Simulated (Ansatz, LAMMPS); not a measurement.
# Glassy 63SiO2-9CaO-11ZnO-11SrO-6Sc2O3 (mol %) (98 atoms) under strain, part 2 of 5

Aim: relax glassy 63SiO2-9CaO-11ZnO-11SrO-6Sc2O3 (mol %) (98 atoms), then change its volume and shape to read moduli from the stress.

Ansatz 0.2.0; Kohn-Sham DFT, PBEsol, PAW (set soft_2), plane waves.

The cell: 22 Si, 3 Ca, 4 Zn, 4 Sr, 4 Sc and 61 O. The quench rate of 25 K/ps is orders of magnitude faster than experiment. The network of bonds at the start is that of the classical potential that made the cell. Sampling is at Γ alone.

So far. Step 2 (Single point at the start): The r.m.s. force at the start is 0.91 eV/Å.

## Step 3: Cell and atoms relaxed

The cell is relaxed with the atoms, since the starting lattice needn't suit this functional.

The input, input.yaml:

```yaml
crystal:
  lattice:
    - [11.1292, 0.0, 0.0]
    - [0.0, 11.1292, 0.0]
    - [0.0, 0.0, 11.1292]
  atoms:
    [... the 98 atom lines of step 2 ...]
kpoints:
  mp_grid: { grid: [1, 1, 1] }
hamiltonian:
  xc: pbesol
scf:
  occupations: { method: fermi_dirac, width: 0.025 }
output:
  forces: true
relax:
  f_tol: 0.05
  max_steps: 150
  cell: {}
```

Run with:

```console
ansatz run input.yaml --threads 4 --pin off --max-ram 8192MiB --backend cpu --events-out ev --progress --plain --runs-dir out
```

Numbers of over 12 decimals in the logs are rounded to 6 here.

Log:

```text
[...]
Crystal: 98 atoms, lattice volume = 1378.453 Å³
Basis set: ecut = 420 eV, 26961 PW (Γ), exchange–correlation on 150×150×150 points (8 copies of the dense FFT grid, shifted against one another)
Bands: 406, of which v1, the nominal top of the filled ones, is band 308 counted from 1 (307 counted from 0)
Symmetry: 1 space group operations
[...]
k-points: 1
[...]
SCF iter   1: F=—  HF=-88915.880353 eV  |F-HF|=—  |Δ(HF+E_count)|=         —  Δρ=1.20e-2  dr2=1.61e0  ethr=1.77e-3  ⟨swp⟩=6.0  Hψ=1913  notcnv=0  defer=81
[...]
SCF iter  10: F=—  HF=-88915.454434 eV  |F-HF|=—  |Δ(HF+E_count)|=   9.08e-7  Δρ=3.57e-6  dr2=1.75e-7  ethr=1.62e-11  ⟨swp⟩=5.0  Hψ=1241  notcnv=0
SCF iter  11: F=-88915.454434 eV  HF=-88915.454434 eV  |F-HF|=2.38e-8  |Δ(HF+E_count)|=   7.26e-8  Δρ=1.28e-6  dr2=2.54e-8  ethr=1.62e-11  ⟨swp⟩=4.0  Hψ=1180  notcnv=0
SCF 1 converged in 11 iterations: F = -88915.454434 eV  dr2 = 2.54e-8
[...]
relax step   1: F+E_penalty+E_count = -88915.45443394 eV  Δ(F+E_penalty+E_count) = +0.000e0 eV  max|allowed force component| = 2.368e0 eV/Å  Δτ_max = 0.0000 Å  P = +0.454 GPa  Ω = 1378.453 Å³  (11 SCF iters, dr2 threshold 1.00e-7 eV, accepted)
[... from here on, the SCF cycles and remarks between the steps are left out ...]
relax step   2: F+E_penalty+E_count = -88918.65014279 eV  Δ(F+E_penalty+E_count) = -3.196e0 eV  max|allowed force component| = 1.605e0 eV/Å  Δτ_max = 0.1948 Å  P = +1.905 GPa  Ω = 1338.452 Å³  energy of the carried Pulay correction = +1.413e-1 eV  (9 SCF iters, dr2 threshold 9.80e-6 eV, accepted)
relax step   3: F+E_penalty+E_count = -88919.76119916 eV  Δ(F+E_penalty+E_count) = -1.111e0 eV  max|allowed force component| = 9.967e-1 eV/Å  Δτ_max = 0.1457 Å  P = +0.970 GPa  Ω = 1329.388 Å³  energy of the carried Pulay correction = +1.739e-1 eV  (8 SCF iters, dr2 threshold 9.80e-6 eV, accepted)
relax step   4: F+E_penalty+E_count = -88920.18954034 eV  Δ(F+E_penalty+E_count) = -4.283e-1 eV  max|allowed force component| = 6.045e-1 eV/Å  Δτ_max = 0.0917 Å  P = +0.454 GPa  Ω = 1327.895 Å³  energy of the carried Pulay correction = +1.793e-1 eV  (7 SCF iters, dr2 threshold 9.80e-6 eV, accepted)
relax step   5: F+E_penalty+E_count = -88920.53694990 eV  Δ(F+E_penalty+E_count) = -3.474e-1 eV  max|allowed force component| = 5.291e-1 eV/Å  Δτ_max = 0.1318 Å  P = -0.419 GPa  Ω = 1325.222 Å³  energy of the carried Pulay correction = +1.890e-1 eV  (8 SCF iters, dr2 threshold 9.80e-6 eV, accepted)
relax step   6: F+E_penalty+E_count = -88920.80943201 eV  Δ(F+E_penalty+E_count) = -2.725e-1 eV  max|allowed force component| = 6.175e-1 eV/Å  Δτ_max = 0.2000 Å  P = +0.181 GPa  Ω = 1316.187 Å³  energy of the carried Pulay correction = +2.218e-1 eV  (9 SCF iters, dr2 threshold 9.80e-6 eV, accepted)
relax step   7: F+E_penalty+E_count = -88920.94890465 eV  Δ(F+E_penalty+E_count) = -1.395e-1 eV  max|allowed force component| = 4.195e-1 eV/Å  Δτ_max = 0.0587 Å  P = +0.083 GPa  Ω = 1317.020 Å³  energy of the carried Pulay correction = +2.188e-1 eV  (7 SCF iters, dr2 threshold 9.80e-6 eV, accepted)
relax step   8: F+E_penalty+E_count = -88921.07997628 eV  Δ(F+E_penalty+E_count) = -1.311e-1 eV  max|allowed force component| = 4.432e-1 eV/Å  Δτ_max = 0.1218 Å  P = +0.008 GPa  Ω = 1315.350 Å³  energy of the carried Pulay correction = +2.249e-1 eV  (7 SCF iters, dr2 threshold 9.80e-6 eV, accepted)
relax step   9: F+E_penalty+E_count = -88921.13667595 eV  Δ(F+E_penalty+E_count) = -5.670e-2 eV  max|allowed force component| = 3.060e-1 eV/Å  Δτ_max = 0.0601 Å  P = -0.018 GPa  Ω = 1317.146 Å³  energy of the carried Pulay correction = +2.183e-1 eV  (7 SCF iters, dr2 threshold 9.80e-6 eV, accepted)
relax step  10: F+E_penalty+E_count = -88921.18683067 eV  Δ(F+E_penalty+E_count) = -5.015e-2 eV  max|allowed force component| = 2.036e-1 eV/Å  Δτ_max = 0.0369 Å  P = -0.090 GPa  Ω = 1317.806 Å³  energy of the carried Pulay correction = +2.159e-1 eV  (7 SCF iters, dr2 threshold 5.85e-6 eV, accepted)
relax step  11: F+E_penalty+E_count = -88921.21768728 eV  Δ(F+E_penalty+E_count) = -3.086e-2 eV  max|allowed force component| = 2.284e-1 eV/Å  Δτ_max = 0.2000 Å  P = -0.213 GPa  Ω = 1320.838 Å³  energy of the carried Pulay correction = +2.049e-1 eV  (9 SCF iters, dr2 threshold 2.59e-6 eV, accepted)
relax step  12: F+E_penalty+E_count = -88921.28623571 eV  Δ(F+E_penalty+E_count) = -6.855e-2 eV  max|allowed force component| = 1.903e-1 eV/Å  Δτ_max = 0.0744 Å  P = +0.290 GPa  Ω = 1317.142 Å³  energy of the carried Pulay correction = +2.183e-1 eV  (8 SCF iters, dr2 threshold 3.26e-6 eV, accepted)
relax step  13: F+E_penalty+E_count = -88921.24893787 eV  Δ(F+E_penalty+E_count) = +3.730e-2 eV  max|allowed force component| = 5.030e-1 eV/Å  Δτ_max = 0.1560 Å  P = -0.070 GPa  Ω = 1322.463 Å³  energy of the carried Pulay correction = +1.990e-1 eV  (9 SCF iters, dr2 threshold 2.26e-6 eV, rejected (line search))
relax step  14: F+E_penalty+E_count = -88921.30493150 eV  Δ(F+E_penalty+E_count) = -1.870e-2 eV  max|allowed force component| = 9.585e-2 eV/Å  Δτ_max = 0.0766 Å  P = -0.066 GPa  Ω = 1321.313 Å³  energy of the carried Pulay correction = +2.032e-1 eV  (12 SCF iters, accepted)
relax step  15: F+E_penalty+E_count = -88921.31044062 eV  Δ(F+E_penalty+E_count) = -5.509e-3 eV  max|allowed force component| = 1.018e-1 eV/Å  Δτ_max = 0.0504 Å  P = -0.098 GPa  Ω = 1321.568 Å³  energy of the carried Pulay correction = +2.023e-1 eV  (8 SCF iters, dr2 threshold 5.74e-7 eV, accepted)
relax step  16: F+E_penalty+E_count = -88921.31681124 eV  Δ(F+E_penalty+E_count) = -6.371e-3 eV  max|allowed force component| = 7.518e-2 eV/Å  Δτ_max = 0.0156 Å  P = -0.002 GPa  Ω = 1321.141 Å³  energy of the carried Pulay correction = +2.038e-1 eV  (7 SCF iters, dr2 threshold 6.47e-7 eV, accepted)
relax step  17: F+E_penalty+E_count = -88921.28515305 eV  Δ(F+E_penalty+E_count) = +3.166e-2 eV  max|allowed force component| = 1.983e-1 eV/Å  Δτ_max = 0.1267 Å  P = -0.072 GPa  Ω = 1321.940 Å³  energy of the carried Pulay correction = +2.009e-1 eV  (9 SCF iters, dr2 threshold 3.53e-7 eV, rejected (line search))
relax step  18: F+E_penalty+E_count = -88921.32525061 eV  Δ(F+E_penalty+E_count) = -8.439e-3 eV  max|allowed force component| = 5.080e-2 eV/Å  Δτ_max = 0.0585 Å  P = +0.034 GPa  Ω = 1321.557 Å³  energy of the carried Pulay correction = +2.023e-1 eV  (13 SCF iters, accepted)
relax step  19: F+E_penalty+E_count = -88921.32595059 eV  Δ(F+E_penalty+E_count) = -7.000e-4 eV  max|allowed force component| = 5.472e-2 eV/Å  Δτ_max = 0.0311 Å  P = -0.025 GPa  Ω = 1321.975 Å³  energy of the carried Pulay correction = +2.008e-1 eV  (8 SCF iters, dr2 threshold 1.61e-7 eV, accepted)
relax step  20: F+E_penalty+E_count = -88921.32762005 eV  Δ(F+E_penalty+E_count) = -1.669e-3 eV  max|allowed force component| = 2.470e-2 eV/Å  Δτ_max = 0.0102 Å  P = -0.017 GPa  Ω = 1322.031 Å³  energy of the carried Pulay correction = +2.006e-1 eV  (7 SCF iters, dr2 threshold 1.87e-7 eV, accepted)
relax step  21: F+E_penalty+E_count = -88921.20744168 eV  Δ(F+E_penalty+E_count) = +1.202e-1 eV  max|allowed force component| = 2.497e-2 eV/Å  Δτ_max = 0.0000 Å  P = -0.193 GPa  Ω = 1322.031 Å³  stress off target by 3.70e-1 GPa  SCF on the basis re-selected at this cell (its energy is not comparable with the rows above)  (8 SCF iters)
relax step  22: F+E_penalty+E_count = -88921.22386129 eV  Δ(F+E_penalty+E_count) = -1.642e-2 eV  max|allowed force component| = 2.973e-2 eV/Å  Δτ_max = 0.0227 Å  P = +0.058 GPa  Ω = 1318.836 Å³  energy of the carried Pulay correction = +1.161e-2 eV  (8 SCF iters, dr2 threshold 3.42e-7 eV, accepted)
relax step  23: F+E_penalty+E_count = -88921.22441925 eV  Δ(F+E_penalty+E_count) = -5.580e-4 eV  max|allowed force component| = 2.772e-2 eV/Å  Δτ_max = 0.0121 Å  P = +0.026 GPa  Ω = 1319.029 Å³  energy of the carried Pulay correction = +1.090e-2 eV  (9 SCF iters, dr2 threshold 1.64e-8 eV, accepted)
relax step  24: F+E_penalty+E_count = -88921.22566318 eV  Δ(F+E_penalty+E_count) = -1.244e-3 eV  max|allowed force component| = 2.392e-2 eV/Å  Δτ_max = 0.0081 Å  P = -0.006 GPa  Ω = 1318.969 Å³  energy of the carried Pulay correction = +1.112e-2 eV  (9 SCF iters, dr2 threshold 7.57e-9 eV, accepted)
relax step  25: F+E_penalty+E_count = -88921.21660135 eV  Δ(F+E_penalty+E_count) = +9.062e-3 eV  max|allowed force component| = 2.394e-2 eV/Å  Δτ_max = 0.0000 Å  P = -0.015 GPa  Ω = 1318.969 Å³  stress off target by 1.98e-2 GPa  SCF on the basis re-selected at this cell (its energy is not comparable with the rows above)  (5 SCF iters)
[...]
SCF converged after 5 iterations
Free energy (F): -88921.216601 eV
[...]
Internal energy: -88921.216601 eV  (E = F + TS)
E sigma→0 (E₀):  -88921.216601 eV
Fermi energy:    6.677012 eV
[...]
Σ components = -88921.216601   (vs F -88921.216601, Δ=0.00e0)
--- Forces (eV/Å), atoms counted from 1 ---
  atom   1  Si    -0.00065295     0.00355152     0.00076987
  atom   2  Si    -0.00037798     0.00023093    -0.00260530
  atom   3  Si     0.00082157     0.00123062    -0.00125852
  atom   4  Si    -0.00393359    -0.00524800    -0.00069967
[...]
atom  98  O      0.00283040    -0.00779921     0.00900753
  max |Σ_I F_I| component: 3.02e-5 eV/Å
--- Stress (GPa, compression-positive) ---
       -0.015114       0.003227      -0.001192
        0.003227      -0.016212      -0.003339
       -0.001192      -0.003339      -0.015101
  P = ⅓ Tr σ = -0.0155 GPa (-0.155 kbar)
--- Relaxed structure (23 steps of the walk, 21 accepted, 2 SCFs on fresh bases) ---
  F+E_penalty+E_count = -88921.21660135 eV   max|allowed force component| = 2.394e-2 eV/Å   (the final SCF, on the basis selected at the relaxed cell)
  cell:  # Å, volume = 1318.9690 Å³
    - [11.166398, -0.109048, -0.032812]
    - [-0.109048, 10.579770, -0.077304]
    - [-0.032812, -0.077304, 11.166444]
  atoms:
    - { symbol: Si, position: [0.848889, 0.471704, 0.101208] }
    - { symbol: Si, position: [0.061837, 0.599965, 0.695035] }
    - { symbol: Si, position: [0.123205, 0.100174, 0.839126] }
    - { symbol: Si, position: [0.652535, 0.704461, 0.601193] }
[...]
- { symbol: O, position: [0.506220, 0.562722, 0.299023] }
```

It took 4.3 min on 4 threads of Intel Xeon Platinum 8488C (Sapphire Rapids), shared host; peak memory 2 GiB.

The relaxation converged after 23 steps, with a largest force component of 0.024 eV/Å.

(Part 2 of 5 ends here.)

[Logs are printed without paths, hosts, clocks, repeated set-up lines and the standing remarks that a program may print on its own settings, such as how far it seeks lower states.]

[Hosts, paths, dates, database ids (printed as entryN), source tags and the programs' standing remarks are cut or masked in the printed files.]
